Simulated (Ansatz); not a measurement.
**LaInO3 (Pnma): spin-orbit coupling beyond the local functionals**

How far does spin-orbit coupling move the gap of LaInO3 (Pnma)?

Method: density functionals with and without spin-orbit coupling, plane waves, PAW, in Ansatz 0.2.0.

**The experiments to reproduce.**

- Gap 4.52 eV: optical gap, weak absorption onset, E parallel [100]; optical absorption spectroscopy, alpha squared extrapolation; 5 K; bulk crystal (single crystal wafer grown by vertical gradient freeze, 80 um thick) (“Fingerprints of optical absorption in the perovskite LaInO3: Insight from many-body theory and experiment”, 2021, arxiv:2101.04376).

- Gap 4.46 eV: optical gap, weak absorption onset, E parallel [001]; optical absorption spectroscopy, alpha squared extrapolation; 5 K; bulk crystal (single crystal wafer grown by vertical gradient freeze, 80 um thick) (“Fingerprints of optical absorption in the perovskite LaInO3: Insight from many-body theory and experiment”, 2021, arxiv:2101.04376).

- Gap 4.39 eV: optical gap, weak absorption onset, E parallel [100]; optical absorption spectroscopy, alpha squared extrapolation; 300 K; bulk crystal (single crystal wafer grown by vertical gradient freeze, 80 um thick) (“Fingerprints of optical absorption in the perovskite LaInO3: Insight from many-body theory and experiment”, 2021, arxiv:2101.04376).

- Gap 4.13 eV: main direct optical gap; bulk crystal (single crystal grown by optical floating zone) (“Transparent perovskite barium stannate with high electron mobility and thermal stability”, 2017, arxiv:1707.09778).

- Gap 4.35 eV: optical gap, weak absorption onset, E parallel [001]; optical absorption spectroscopy, alpha squared extrapolation; 300 K; bulk crystal (single crystal wafer grown by vertical gradient freeze, 80 um thick) (“Fingerprints of optical absorption in the perovskite LaInO3: Insight from many-body theory and experiment”, 2021, arxiv:2101.04376).

The raw output is cut from this account; settings, times and results stay.

## 1. Starting point

It takes space group Pnma (No. 62, orthorhombic). Conventional cell: a = 5.940 Å, b = 8.216 Å, c = 5.723 Å, α = 90.00°, β = 90.00°, γ = 90.00°. Nearest to La lie 8 O at 2.38 to 2.94 Å. In has 6 O at 2.16 to 2.17 Å nearest. Nearest to O lie 2 In at 2.17 Å and 2 La at 2.38 to 2.50 Å. Nearest to O lie 2 In at 2.16 to 2.17 Å and 3 La at 2.40 to 2.94 Å. Farther neighbours, and contacts between anions beyond the nearest, are not listed.

Geometry: measured cell, ions relaxed with r2SCAN. The runs that relaxed it are not among those shown. The default PAW set here is soft_2. Its files were made with PBE.

## 2. HSE06, 2×2×2 mesh

This step: DFT, HSE06, plane waves, PAW.

The input, input.yaml:

```yaml
crystal:
  lattice:
    - [5.9404, 0.0, 0.0]
    - [0.0, 8.2158, 0.0]
    - [0.0, 0.0, 5.7229]
  atoms:
    - { symbol: La, position: [0.9463878522, 0.25, 0.0153056097] }
    - { symbol: La, position: [0.5536121478, 0.75, 0.5153056097] }
    - { symbol: La, position: [0.4463878522, 0.25, 0.4846943903] }
    - { symbol: La, position: [0.0536121478, 0.75, 0.9846943903] }
    - { symbol: In, position: [0.0, 0.0, 0.5] }
    - { symbol: In, position: [0.5, 0.0, 0.0] }
    - { symbol: In, position: [0.5, 0.5, 0.0] }
    - { symbol: In, position: [0.0, 0.5, 0.5] }
    - { symbol: O, position: [0.0443817441, 0.25, 0.6126999622] }
    - { symbol: O, position: [0.4556182559, 0.75, 0.1126999622] }
    - { symbol: O, position: [0.5443817441, 0.25, 0.8873000378] }
    - { symbol: O, position: [0.9556182559, 0.75, 0.3873000378] }
    - { symbol: O, position: [0.1980525852, 0.0593550042, 0.1955759518] }
    - { symbol: O, position: [0.3019474148, 0.9406449958, 0.6955759518] }
    - { symbol: O, position: [0.6980525852, 0.4406449958, 0.3044240482] }
    - { symbol: O, position: [0.8019474148, 0.5593550042, 0.8044240482] }
    - { symbol: O, position: [0.8019474148, 0.9406449958, 0.8044240482] }
    - { symbol: O, position: [0.6980525852, 0.0593550042, 0.3044240482] }
    - { symbol: O, position: [0.3019474148, 0.5593550042, 0.6955759518] }
    - { symbol: O, position: [0.1980525852, 0.4406449958, 0.1955759518] }
kpoints:
  mp_grid: { grid: [2, 2, 2] }
  band_path:
    path:
      - [0.0, 0.0, 0.0]
      - [0.5, 0.0, 0.0]
      - [0.5, 0.5, 0.0]
      - [0.0, 0.5, 0.0]
      - [0.0, 0.0, 0.5]
      - [0.5, 0.0, 0.5]
      - [0.5, 0.5, 0.5]
      - [0.0, 0.5, 0.5]
    npoints: 1
hamiltonian:
  xc: hse06
scf:
  occupations: { method: fixed }
  n_extra_bands: 10
output:
  eigenvalues: true
```

Started as:

```console
> ansatz run input.yaml --threads 24 --pin off --max-ram 82944MiB --backend cuda --events-out ev --progress --plain --runs-dir out --devices 1 --max-vram 78GiB
```

Wall time 14 s (1 × NVIDIA GB200 (shared by 2 runs) with 24 threads of Arm Neoverse V2, shared host); peak memory 1.8 GiB; 86 s of CPU time.

Read from the output:

```
gap                     : 4.380 eV
valence top at          : Γ
conduction bottom at    : Γ
least direct gap        : 4.380 eV
exact-exchange fraction : 0.25
```

The gap is direct, at Γ.

## 3. HSE06+SOC, 2×2×2 mesh

The many-body steps leave out spin-orbit coupling, so its effect is taken from a two-component run, with twice the bands.

This step: DFT, HSE06 with spin-orbit coupling, plane waves, PAW.

Edit input.yaml of step 2 so:

```diff
@@ -43,3 +43,6 @@
   occupations: { method: fixed }
-  n_extra_bands: 10
+  n_extra_bands: 20
+magnetization:
+  noncollinear: true
+  spin_orbit: true
 output:
```

The job ended after 52 s (1 × NVIDIA GB200 (shared by 2 runs) with 24 threads; peak memory 3.8 GiB).

Numbers from this step:

```yaml
gap: 4.377 eV
valence_top_at: Γ
conduction_bottom_at: Γ
least_direct_gap: 4.377 eV
exact_exchange_fraction: 0.25
```

The gap is that of HSE06.

## 4. Together

Times are wall times on 1 × NVIDIA GB200 (shared by 2 runs) with 24 threads of Arm Neoverse V2, shared host, good to a factor of about two.

```
level  gap (eV)  with coupling (eV)  change (eV)  time  with coupling
HSE06      4.38                4.38       −0.002  14 s           52 s
```

## 5. Results

```
HSE06     : 4.38 eV
HSE06+SOC : 4.38 eV
```

Spin-orbit coupling changes the gap by −0.002 eV and the least direct gap by −0.002 eV. Against experiment, by HSE06+SOC: the gap of 4.38 eV lies −0.14 eV from the measured 4.52 eV (optical, 5 K, 2021); the gap of 4.38 eV lies −0.08 eV from the measured 4.46 eV (optical, 5 K, 2021); the gap of 4.38 eV lies −0.01 eV from the measured 4.39 eV (optical, 300 K, 2021); the direct gap of 4.38 eV lies +0.25 eV from the measured 4.13 eV (direct, 2017); the gap of 4.38 eV lies +0.03 eV from the measured 4.35 eV (optical, 300 K, 2021). An exciton line or allowed optical edge lies below the quasiparticle gap by the binding energy; a forbidden edge can push the onset above it. The lattice is static and excitons are left out.

[Long decimals in the printed logs are rounded to 6 places.]

[Logs are printed without paths, hosts, clocks, repeated set-up lines and the standing remarks that a program may print on its own settings, such as how far it seeks lower states.]

[Paths, hosts, dates, memory and timing lines, banners, echoed tables and standing remarks are left out of the program output; an Ansatz launch command may be rebuilt from the run's recorded settings. Measured values are a selection of at most five: reports struck by readers or far from the other reports are left out. None is set beside runs whose start may be inverted or whose files or cutoffs have a known fault.]

[Runs of the session that timed out or met a known fault of the program may be left out.]

[Cells called generated may have been cut or substituted from an entry of the Crystallography Open Database or the Materials Project.]

[Hosts, paths, dates, database ids (printed as entryN), source tags and the programs' standing remarks are cut or masked in the printed files.]

[Where the starting crystal was built by hand or by swapping elements, it need not be the compound's stable phase.]
